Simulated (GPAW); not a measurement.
# Polarising HfGe2As4 monolayer with a field along the normal

The dipole of the cell at several fields, atoms fixed. What does the strongest field give, and what length does the slope stand for?

Set-up. GPAW 26.7.0, plane waves (400 eV), PAW setups, PBE, 9×9 mesh, a dipole layer in the vacuum; geometry relaxed without an applied field with GPAW. The cell's area is 12.99 Å², and e/ε0 = 180.95 V Å.

Results, with one row withheld:

```
field (V/Å)  dipole (e Å)
       −0.2       −0.1777
       −0.1       −0.0889
      −0.05       −0.0444
       0.05        0.0444
        0.1        0.0889
        0.2        0.1777
        0.3             ?
```

**Question.** What is the dipole at 0.3 V/Å?

Worked answer. A line through the 6 points has the slope α = 0.889 e Å per V/Å and the intercept p₀ = 0.0000 e Å (r.m.s. residual 3.1e−05). At 0.3 V/Å it gives p = 0.0000 + 0.889 × 0.3 = 0.2666 e Å; the run gives 0.2667 e Å, so the response stays linear to 0.0 % of the induced part. Dividing by ε0 and the area: α/(ε0 A) = 0.889 × 180.95 / 12.99 = 12.37 Å, against 10.20 Å between the outer nuclei.

Caveats: This is the electronic response alone; ions that move would add to it in polar layers. No run was spin-polarised, so magnetic states weren't tested. Spin-orbit coupling is left out, which matters for the heavier atoms here.

[Logs are printed without paths, hosts, clocks, repeated set-up lines and the standing remarks that a program may print on its own settings, such as how far it seeks lower states.]
